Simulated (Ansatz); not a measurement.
**Na on Rh(110): change of the work function**

How does Na on the hollow site change the work function of Rh(110) as the layer fills?

Method: plane-wave DFT, PBE, Ansatz PAW, in Ansatz 0.2.0.

### Step 1. The structure

The cell holds 5 atoms: 5 Rh. Cell: a = 3.800 Å, b = 2.687 Å, c = 23.374 Å, α = 90.0°, β = 90.0°, γ = 90.0°. Vacuum lies along c.

### Step 2. The clean slab

The bare slab comes first, as the zero from which every change is counted. The two lowest layers are held at bulk places and the upper ones relax. The dipole correction removes the false field that a one-sided slab makes across the periodic vacuum, so each face gets a flat vacuum level of its own.

Input file input.yaml:

```yaml
crystal:
  lattice:
    - [3.8, 0.0, 0.0]
    - [0.0, 2.6870057685, 0.0]
    - [0.0, 0.0, 23.374011537]
  atoms:
    - { symbol: Rh, position: [0.0, 0.0, 0.3850430204] }
    - { symbol: Rh, position: [0.5, 0.5, 0.4425215102] }
    - { symbol: Rh, position: [0.0, 0.0, 0.5] }
    - { symbol: Rh, position: [0.5, 0.5, 0.5574784898] }
    - { symbol: Rh, position: [0.0, 0.0, 0.6149569796] }
kpoints:
  mp_grid: { grid: [8, 11, 1] }
hamiltonian:
  xc: pbe
scf:
  occupations: { method: fermi_dirac, width: 0.1 }
  convergence: { dr2_threshold: 1.0e-08 }
efield:
  axis: 3
  dipole_correction: true
  ramp_position: 0.97
  ramp_width: 0.06
relax:
  f_tol: 0.02
  max_steps: 60
  constraints: [{ sites: [0, 1] }]
output:
  write_potential: true
  write_density: true
  volumetric_format: npy
```

Started as:

```sh
$ ansatz run input.yaml --threads 8 --pin off --max-ram 12288MiB --backend cpu --events-out ev --progress --plain --runs-dir out
```

Standard output:

```text
Engine: ansatz 0.2.0, aarch64-unknown-linux-gnu
Pseudopotentials: kind: paw
Pseudopotential: Rh, paw, valence charge 17, recommended cutoff 420 eV (normal), Rh.paw.azcp
Functional definition: PBE
  parameter kappa = 0.804
  parameter beta = 0.066725
  exchange = pbe_x(kappa = kappa, mu = beta*pi^2/3)
  correlation = pbe_c(beta = beta)
Crystal: 5 atoms, lattice volume = 238.663 Å³
Basis set: ecut = 420 eV, 4699 PW (Γ), exchange–correlation on 54×36×320 points (8 copies of the dense FFT grid, shifted against one another)
Bands: 51, of which v1, the nominal top of the filled ones, is band 43 counted from 1 (42 counted from 0)
Symmetry: 4 space group operations
k-points: 30 of 88
Non-local potential: Rh, projectors of the file, l = 0: 3, l = 1: 2, l = 2: 2, l = 3: 1
PAW form: soft (Blöchl's): semilocal exchange-correlation on the pseudo side does not see the compensation charge
PAW one-centre angular grid: Rh, 590 points (default); XC on 64 Gauss nodes
Initial density: superposition of atomic densities (neutral atoms: chi_scale 0, normalization atom), corrected by the library's trained network
Initial wavefunctions: pseudopotential atomic-orbital guess
Functional: x = pbe(κ = 0.804, μ = 0.219515), c = pbe(β = 0.066725)
SCF iter   1: F=—  HF=-32011.392462 eV  |F-HF|=—  |Δ(HF+E_count)|=         —  Δρ=6.19e-3  dr2=8.18e-2  ethr=1.77e-3  p=0.000 e·Å  D=4.28e-14 V/Å  ΔV_dip=-0.00 eV  dr2_dipole=2.13e-7  V_vac-E_F(+/−)=4.40/4.40 eV  ⟨swp⟩=8.5  Hψ=6840  notcnv=0
efield: sawtooth ramp at fractional position 0.9700 (set: `efield.ramp_position`, or a place that a band, a saddle search or an elastic batch's reference lends), width 0.0600; the density the first Hamiltonian is built on has a dipole p = 0.000 e·Å; the dipole correction subtracts the counter field D = 4.28e-14 V/Å, which shifts the + side's vacuum level by -0.00 eV against the − side's; the planar-averaged density in the ramp window peaks in size at 1.2e-5 e/Å³
preconditioner: auto → LDOS  [metal: Δε(μ)=0.007 eV  Ē_g=4.968 eV  σ=0.100 eV  W_gap=0.02  n_scr=38 (ndim 8)  ℏωp=16.1 eV  f_vac=0.635  D(μ)=9.37/eV (n_scr^D=66)  β→1.0]
SCF iter   2: F=—  HF=-32011.395014 eV  |F-HF|=—  |Δ(HF+E_count)|=   2.55e-3  Δρ=3.63e-3  dr2=2.13e-2  ethr=9.62e-5  p=-0.000 e·Å  D=-1.35e-6 V/Å  ΔV_dip=0.00 eV  dr2_dipole=1.69e-7  V_vac-E_F(+/−)=4.59/4.59 eV  ⟨swp⟩=2.5  Hψ=2964  notcnv=0  defer=3
SCF iter   3: F=—  HF=-32011.391394 eV  |F-HF|=—  |Δ(HF+E_count)|=   3.62e-3  Δρ=1.38e-3  dr2=4.80e-3  ethr=2.50e-5  p=-0.000 e·Å  D=-8.96e-7 V/Å  ΔV_dip=0.00 eV  dr2_dipole=3.35e-8  V_vac-E_F(+/−)=4.55/4.55 eV  ⟨swp⟩=2.2  Hψ=2563  notcnv=0  defer=3
SCF iter   4: F=—  HF=-32011.390764 eV  |F-HF|=—  |Δ(HF+E_count)|=   6.30e-4  Δρ=5.25e-4  dr2=7.09e-4  ethr=5.64e-6  p=-0.000 e·Å  D=-6.91e-7 V/Å  ΔV_dip=0.00 eV  dr2_dipole=6.20e-9  V_vac-E_F(+/−)=4.57/4.57 eV  ⟨swp⟩=2.1  Hψ=2241  notcnv=0  defer=3
SCF iter   5: F=—  HF=-32011.390753 eV  |F-HF|=—  |Δ(HF+E_count)|=   1.10e-5  Δρ=1.83e-4  dr2=1.38e-4  ethr=8.34e-7  p=-0.000 e·Å  D=-5.26e-7 V/Å  ΔV_dip=0.00 eV  dr2_dipole=1.45e-9  V_vac-E_F(+/−)=4.57/4.57 eV  ⟨swp⟩=1.9  Hψ=1888  notcnv=0  defer=3
SCF iter   6: F=—  HF=-32011.390780 eV  |F-HF|=—  |Δ(HF+E_count)|=   2.71e-5  Δρ=5.25e-5  dr2=1.76e-5  ethr=1.62e-7  p=-0.000 e·Å  D=-3.00e-7 V/Å  ΔV_dip=0.00 eV  dr2_dipole=1.22e-11  V_vac-E_F(+/−)=4.57/4.57 eV  ⟨swp⟩=1.8  Hψ=1895  notcnv=0  defer=3
SCF iter   7: F=—  HF=-32011.390629 eV  |F-HF|=—  |Δ(HF+E_count)|=   1.52e-4  Δρ=1.78e-5  dr2=1.14e-6  ethr=2.07e-8  p=-0.000 e·Å  D=-1.04e-7 V/Å  ΔV_dip=0.00 eV  dr2_dipole=4.51e-11  V_vac-E_F(+/−)=4.57/4.57 eV  ⟨swp⟩=1.8  Hψ=1927  notcnv=0  defer=3
SCF iter   8: F=—  HF=-32011.390470 eV  |F-HF|=—  |Δ(HF+E_count)|=   1.59e-4  Δρ=4.30e-6  dr2=5.88e-8  ethr=1.35e-9  p=-0.000 e·Å  D=-1.52e-8 V/Å  ΔV_dip=0.00 eV  dr2_dipole=2.36e-11  V_vac-E_F(+/−)=4.57/4.57 eV  ⟨swp⟩=2.1  Hψ=2305  notcnv=0  defer=3
SCF iter   9: F=-32011.390470 eV  HF=-32011.390470 eV  |F-HF|=3.91e-8  |Δ(HF+E_count)|=   2.78e-7  Δρ=1.28e-6  dr2=2.55e-9  ethr=1.18e-11  p=0.000 e·Å  D=3.32e-9 V/Å  ΔV_dip=-0.00 eV  dr2_dipole=2.28e-12  V_vac-E_F(+/−)=4.57/4.57 eV  ⟨swp⟩=10.2  Hψ=11431  notcnv=0
SCF 1 converged in 9 iterations: F = -32011.390470 eV  dr2 = 2.55e-9
  greatest PAW one-centre occupation: 1.000 electrons in one spin orbital (limit 2), on the Rh atom at site 2 (counted from 0), in its partial waves of l = 0
relax step   1: F+E_penalty+E_count = -32011.39047028 eV  Δ(F+E_penalty+E_count) = +0.000e0 eV  max|allowed force component| = 8.826e-1 eV/Å  Δτ_max = 0.0000 Å  (9 SCF iters, accepted)
Initial density: handed on by an earlier stage of this run
Initial wavefunctions: those handed on with the density
iter 1 solved again at ethr=2.92e-3 eV; its pass at ethr=3.10e-3 eV (dr2=2.48e0 eV) is discarded
SCF iter   1: F=—  HF=-32011.494470 eV  |F-HF|=—  |Δ(HF+E_count)|=         —  Δρ=1.52e-2  dr2=2.21e0  ethr=2.92e-3  p=-0.000 e·Å  D=-7.09e-7 V/Å  ΔV_dip=0.00 eV  dr2_dipole=5.29e-1  V_vac-E_F(+/−)=4.54/4.54 eV  ⟨swp⟩=1.0  Hψ=5241  notcnv=0  defer=3
efield: sawtooth ramp at fractional position 0.9700 (set: `efield.ramp_position`, or a place that a band, a saddle search or an elastic batch's reference lends), width 0.0600; the density the first Hamiltonian is built on has a dipole p = -0.000 e·Å; the dipole correction subtracts the counter field D = -7.09e-7 V/Å, which shifts the + side's vacuum level by +0.00 eV against the − side's; the planar-averaged density in the ramp window peaks in size at 6.3e-6 e/Å³
preconditioner: auto → LDOS  [metal: Δε(μ)=0.013 eV  Ē_g=5.089 eV  σ=0.100 eV  W_gap=0.03  n_scr=38 (ndim 8)  ℏωp=16.1 eV  f_vac=0.642  D(μ)=9.38/eV (n_scr^D=66)  β→1.0]
SCF iter   2: F=—  HF=-32011.434867 eV  |F-HF|=—  |Δ(HF+E_count)|=   5.96e-2  Δρ=5.67e-3  dr2=4.59e-2  ethr=2.60e-3  p=0.003 e·Å  D=2.31e-3 V/Å  ΔV_dip=-0.05 eV  dr2_dipole=5.64e-4  V_vac-E_F(+/−)=4.54/4.59 eV  ⟨swp⟩=2.6  Hψ=1883  notcnv=0  defer=3
SCF iter   3: F=—  HF=-32011.448918 eV  |F-HF|=—  |Δ(HF+E_count)|=   1.41e-2  Δρ=3.17e-3  dr2=3.09e-2  ethr=5.40e-5  p=0.004 e·Å  D=3.39e-3 V/Å  ΔV_dip=-0.08 eV  dr2_dipole=1.32e-3  V_vac-E_F(+/−)=4.49/4.57 eV  ⟨swp⟩=3.0  Hψ=3105  notcnv=0  defer=3
SCF iter   4: F=—  HF=-32011.447297 eV  |F-HF|=—  |Δ(HF+E_count)|=   1.62e-3  Δρ=1.27e-3  dr2=7.87e-3  ethr=3.63e-5  p=0.002 e·Å  D=1.77e-3 V/Å  ΔV_dip=-0.04 eV  dr2_dipole=7.72e-4  V_vac-E_F(+/−)=4.52/4.56 eV  ⟨swp⟩=1.7  Hψ=1730  notcnv=0  defer=3
[...]
SCF iter   5: F=—  HF=-32011.460234 eV  |F-HF|=—  |Δ(HF+E_count)|=   1.41e-4  Δρ=1.61e-4  dr2=1.05e-4  ethr=7.00e-7  p=-0.001 e·Å  D=-8.57e-4 V/Å  ΔV_dip=0.02 eV  dr2_dipole=3.38e-6  V_vac-E_F(+/−)=4.56/4.54 eV  ⟨swp⟩=2.2  Hψ=2240  notcnv=0  defer=3
SCF iter   6: F=—  HF=-32011.460251 eV  |F-HF|=—  |Δ(HF+E_count)|=   1.65e-5  Δρ=4.32e-5  dr2=6.71e-6  ethr=1.23e-7  p=-0.001 e·Å  D=-8.17e-4 V/Å  ΔV_dip=0.02 eV  dr2_dipole=2.45e-7  V_vac-E_F(+/−)=4.56/4.54 eV  ⟨swp⟩=2.1  Hψ=2262  notcnv=0  defer=3
SCF iter   7: F=—  HF=-32011.459952 eV  |F-HF|=—  |Δ(HF+E_count)|=   2.99e-4  Δρ=1.11e-5  dr2=4.01e-7  ethr=7.89e-9  p=-0.001 e·Å  D=-7.82e-4 V/Å  ΔV_dip=0.02 eV  dr2_dipole=3.85e-8  V_vac-E_F(+/−)=4.56/4.54 eV  ⟨swp⟩=2.0  Hψ=2138  notcnv=0  defer=3
SCF iter   8: F=—  HF=-32011.459954 eV  |F-HF|=—  |Δ(HF+E_count)|=   2.27e-6  Δρ=2.98e-6  dr2=1.78e-8  ethr=4.72e-10  p=-0.001 e·Å  D=-7.80e-4 V/Å  ΔV_dip=0.02 eV  dr2_dipole=1.47e-9  V_vac-E_F(+/−)=4.56/4.54 eV  ⟨swp⟩=2.4  Hψ=2359  notcnv=0  defer=3
SCF iter   9: F=-32011.459954 eV  HF=-32011.459954 eV  |F-HF|=1.66e-8  |Δ(HF+E_count)|=   4.27e-7  Δρ=1.02e-6  dr2=3.06e-9  ethr=1.18e-11  p=-0.001 e·Å  D=-7.77e-4 V/Å  ΔV_dip=0.02 eV  dr2_dipole=3.12e-10  V_vac-E_F(+/−)=4.56/4.54 eV  ⟨swp⟩=10.2  Hψ=11425  notcnv=0
SCF 3 converged in 9 iterations: F = -32011.459954 eV  dr2 = 3.06e-9
relax step   3: F+E_penalty+E_count = -32011.45995446 eV  Δ(F+E_penalty+E_count) = -1.293e-2 eV  max|allowed force component| = 1.278e-1 eV/Å  Δτ_max = 0.0461 Å  (9 SCF iters, accepted)
[...]
relax step   4: F+E_penalty+E_count = -32011.46071463 eV  Δ(F+E_penalty+E_count) = -7.602e-4 eV  max|allowed force component| = 2.234e-2 eV/Å  Δτ_max = 0.0106 Å  (7 SCF iters, accepted)
SCF iter   1: F=—  HF=-32011.461074 eV  |F-HF|=—  |Δ(HF+E_count)|=         —  Δρ=2.88e-4  dr2=4.25e-4  ethr=6.88e-7  p=-0.002 e·Å  D=-1.67e-3 V/Å  ΔV_dip=0.04 eV  dr2_dipole=8.11e-5  V_vac-E_F(+/−)=4.57/4.53 eV  ⟨swp⟩=2.9  Hψ=2870  notcnv=0  defer=3
efield: sawtooth ramp at fractional position 0.9700 (set: `efield.ramp_position`, or a place that a band, a saddle search or an elastic batch's reference lends), width 0.0600; the density the first Hamiltonian is built on has a dipole p = -0.002 e·Å; the dipole correction subtracts the counter field D = -1.67e-3 V/Å, which shifts the + side's vacuum level by +0.04 eV against the − side's; the planar-averaged density in the ramp window peaks in size at 2.2e-6 e/Å³
preconditioner: auto → LDOS  [metal: Δε(μ)=0.008 eV  Ē_g=5.046 eV  σ=0.100 eV  W_gap=0.02  n_scr=38 (ndim 8)  ℏωp=16.1 eV  f_vac=0.639  D(μ)=9.44/eV (n_scr^D=66)  β→1.0]
SCF iter   2: F=—  HF=-32011.461049 eV  |F-HF|=—  |Δ(HF+E_count)|=   2.53e-5  Δρ=1.12e-4  dr2=2.41e-5  ethr=4.99e-7  p=-0.003 e·Å  D=-1.93e-3 V/Å  ΔV_dip=0.05 eV  dr2_dipole=2.53e-6  V_vac-E_F(+/−)=4.57/4.53 eV  ⟨swp⟩=1.6  Hψ=1840  notcnv=0  defer=3
SCF iter   3: F=—  HF=-32011.460938 eV  |F-HF|=—  |Δ(HF+E_count)|=   1.11e-4  Δρ=8.38e-5  dr2=2.05e-5  ethr=2.84e-8  p=-0.002 e·Å  D=-1.79e-3 V/Å  ΔV_dip=0.04 eV  dr2_dipole=2.37e-7  V_vac-E_F(+/−)=4.57/4.53 eV  ⟨swp⟩=3.2  Hψ=3029  notcnv=0  defer=3
SCF iter   4: F=—  HF=-32011.460928 eV  |F-HF|=—  |Δ(HF+E_count)|=   9.44e-6  Δρ=1.44e-5  dr2=6.30e-7  ethr=2.41e-8  p=-0.002 e·Å  D=-1.89e-3 V/Å  ΔV_dip=0.04 eV  dr2_dipole=2.67e-9  V_vac-E_F(+/−)=4.57/4.53 eV  ⟨swp⟩=2.0  Hψ=2076  notcnv=0  defer=3
SCF iter   5: F=—  HF=-32011.460766 eV  |F-HF|=—  |Δ(HF+E_count)|=   1.62e-4  Δρ=7.43e-6  dr2=2.22e-7  ethr=7.41e-10  p=-0.003 e·Å  D=-1.90e-3 V/Å  ΔV_dip=0.04 eV  dr2_dipole=7.42e-9  V_vac-E_F(+/−)=4.57/4.53 eV  ⟨swp⟩=2.0  Hψ=2364  notcnv=0  defer=3
SCF iter   6: F=—  HF=-32011.460767 eV  |F-HF|=—  |Δ(HF+E_count)|=   8.49e-7  Δρ=2.24e-6  dr2=2.72e-8  ethr=2.62e-10  p=-0.003 e·Å  D=-1.92e-3 V/Å  ΔV_dip=0.04 eV  dr2_dipole=7.80e-11  V_vac-E_F(+/−)=4.57/4.53 eV  ⟨swp⟩=2.4  Hψ=2182  notcnv=0  defer=3
SCF iter   7: F=-32011.460767 eV  HF=-32011.460767 eV  |F-HF|=3.94e-8  |Δ(HF+E_count)|=   1.39e-8  Δρ=8.95e-7  dr2=2.64e-9  ethr=1.18e-11  p=-0.003 e·Å  D=-1.92e-3 V/Å  ΔV_dip=0.04 eV  dr2_dipole=1.52e-10  V_vac-E_F(+/−)=4.57/4.53 eV  ⟨swp⟩=9.9  Hψ=10899  notcnv=0
SCF 5 converged in 7 iterations: F = -32011.460767 eV  dr2 = 2.64e-9
relax step   5: F+E_penalty+E_count = -32011.46076700 eV  Δ(F+E_penalty+E_count) = -5.237e-5 eV  max|allowed force component| = 3.840e-3 eV/Å  Δτ_max = 0.0029 Å  (7 SCF iters, accepted)
NSCF: frozen V_eff on 30 k-points
the band table was solved once a step of the walk had ended and its energy, with any forces and stress, was formed, with the checks that follow a solve (7726 applications of the Hamiltonian). They found nothing against the state; the energy, forces and stress were not computed again (output.eigenvalues in the input reference)
WARN: The output density's exchange-correlation potential varies sharply where the density is thin. Do not read a vacuum level from v_tot or v_xc, or from such a field of the output density. On a cell that repeats whose density bears no net charge and no dipole along the vacuum's axis use v_es (v_loc + v_h of the components); under efield.dipole_correction with no amplitude use v_es + v_field, which holds any externa [...]
SCF converged after 7 iterations
Free energy (F): -32011.460767 eV
Harris-Foulkes:  -32011.460767 eV  (|F-HF|=3.94e-8)
Internal energy: -32011.153544 eV  (E = F + TS)
E sigma→0 (E₀):  -32011.307155 eV
Entropy (-TS):   -0.307223 eV (-61.445 meV/atom)
Fermi energy:    3.200343 eV
Dipole field:    D = -0.001936 V/Å  (p = -0.002554 e·Å, saw-weighted, corrected)
Work function:   Φ+ = 4.5735 eV   Φ− = 4.5283 eV
Levels:          The Fermi level and band energies are counted from a zero that moves with the ramp; work functions are not
--- Per-component energies (eV) ---
  E_band       = -2025.954768
  E_kinetic    = 2861.758062
  E_local      = -136115.089391  (includes V_loc(G=0)·N_el)
  E_nonlocal   = 1779.725702
  E_hartree    = 66096.328153
  E_xc         = -1104.326433
  E_vxc        = -1385.595991  (∫ρ·V_xc dr)
  E_paw        = -17937.047428  (= ΣΔE_a)
  E_vpaw       = -1359.409099  (= ΣTr[D̂ρ^β])
  E_aug_tail   = 0.004308  (compensation charges beyond the density's cutoff)
  E_efield     = 0.000002  (sawtooth field / dipole correction)
  E_vefield    = -0.001664  (∫n·V_field dr)
  E_ewald      = 52407.493481
  E_smearing   = -0.307223  (= −TS)
  E_closure    = 0.000000  (closes the sum)
  Σ components = -32011.460767   (vs F -32011.460767, Δ=0.00e0)
--- Forces (eV/Å), atoms counted from 1 ---
  atom   1  Rh     0.00000000     0.00000000     0.77588039
  atom   2  Rh     0.00000000     0.00000000    -0.77524169
  atom   3  Rh     0.00000000     0.00000000    -0.00083207
  atom   4  Rh     0.00000000     0.00000000     0.00383979
  atom   5  Rh     0.00000000     0.00000000    -0.00366357
  max |Σ_I F_I| component: 1.71e-5 eV/Å
--- Band table (eV; the first three rows and the last of 30) ---
  k-point 0: bands = [... 39 lower, 2.3454, 2.5417, 2.5464, 2.7942, 3.2693, 3.5487, 3.5599, 3.7051, ... 4 higher]
  k-point 1: bands = [... 39 lower, 2.2630, 2.7128, 2.7463, 2.8016, 3.0323, 3.4064, 3.7221, 3.7844, ... 4 higher]
  k-point 2: bands = [... 39 lower, 2.6546, 2.7453, 2.7694, 2.8239, 2.9690, 3.2995, 3.6077, 4.1068, ... 4 higher]
  k-point 29: bands = [... 39 lower, 2.9099, 3.6351, 3.6827, 3.6930, 3.7835, 3.8902, 5.3587, 5.6175, ... 4 higher]
--- Relaxed structure (5 steps of the walk, 5 accepted, 0 SCFs on fresh bases) ---
  F+E_penalty+E_count = -32011.46076700 eV   max|allowed force component| = 3.840e-3 eV/Å
  atoms:
    - { symbol: Rh, position: [0.0, 0.0, 0.3850430204] }
    - { symbol: Rh, position: [0.5, 0.5, 0.442522] }
    - { symbol: Rh, position: [0.0, 0.0, 0.498607] }
    - { symbol: Rh, position: [0.5, 0.5, 0.560573] }
    - { symbol: Rh, position: [0.0, 0.0, 0.611085] }
```

It took 57 s on 8 threads of Arm Neoverse N1, shared host; peak memory 0.89 GiB.

In the SCF lines HF is the Harris–Foulkes energy and dr2 the Hartree energy of the density residual, in eV; the loop may stop once dr2 is under the threshold and the program's other checks hold. Hψ counts applications of the Hamiltonian.

Step by step:

| step | energy less that of the first step (eV) | largest force component (eV/Å) |
| --- | --- | --- |
| 1 | 0.0000 | 0.8826 |
| 2 | -0.0566 | 0.4614 |
| 3 | -0.0695 | 0.1278 |
| 4 | -0.0702 | 0.0223 |
| 5 | -0.0703 | 0.0038 |

The run keeps the 4 symmetry operations that the program found, so distortions that break them were not tested.

The atoms that moved most (Å):

```csv
atom,dx,dy,dz,length
Rh5,0.000,0.000,-0.090,0.090
Rh4,0.000,0.000,0.072,0.072
Rh3,0.000,0.000,-0.033,0.033
```

The relaxed structure:

```cif
data_structure
_symmetry_space_group_name_H-M 'P 1'
_symmetry_Int_Tables_number 1
_cell_length_a 3.8000
_cell_length_b 2.6870
_cell_length_c 23.3740
_cell_angle_alpha 90.000
_cell_angle_beta 90.000
_cell_angle_gamma 90.000
_cell_volume 238.66
loop_
_atom_site_label
_atom_site_type_symbol
_atom_site_fract_x
_atom_site_fract_y
_atom_site_fract_z
_atom_site_occupancy
Rh1 Rh 0.00000 0.00000 0.38504 1
Rh2 Rh 0.50000 0.50000 0.44252 1
Rh3 Rh 0.00000 0.00000 0.49861 1
Rh4 Rh 0.50000 0.50000 0.56057 1
Rh5 Rh 0.00000 0.00000 0.61109 1
```

This step gave:

* energy at zero smearing: -32011.3072 eV
* work function, upper face: 4.574 eV
* work function, lower face: 4.528 eV
* dipole along the normal: -0.002554 e·Å
* step between the vacuum levels: 0.04525 eV

Running mean over 1.344 Å of the planar mean; the ramp of the sawtooth is left out. Table of electron's electrostatic potential energy less the Fermi level by z:

```
z (Å)  electron's electrostatic potential energy less the Fermi level (eV)
    3                                                                 4.53
    4                                                                 4.53
    5                                                                 4.53
    6                                                                 4.50
    7                                                                 4.22
    8                                                               -0.256
    9                                                                -11.3
   10                                                                -13.0
   11                                                                -13.6
   12                                                                -12.2
   13                                                                -13.3
   14                                                                -14.3
   15                                                                -3.92
   16                                                                 3.92
   17                                                                 4.53
   18                                                                 4.57
   19                                                                 4.57
   20                                                                 4.57
```

The relaxation took 5 steps and lowered the energy by 0.070 eV; the largest force on the free atoms ends at 0.0038 eV/Å.

The work function of the upper face is 4.57 eV.

[end of part 1 of 5]

[Long decimals in the printed logs are rounded to 6 places.]

[Logs are printed without paths, hosts, clocks, repeated set-up lines and the standing remarks that a program may print on its own settings, such as how far it seeks lower states.]

[Hosts, paths, dates, database ids (printed as entryN), source tags and the programs' standing remarks are cut or masked in the printed files.]

[Maps of the electrostatic potential energy from Ansatz leave out the sawtooth potential of an applied field or a dipole correction, so their vacuum need not be flat; planar profiles and work functions include it.]
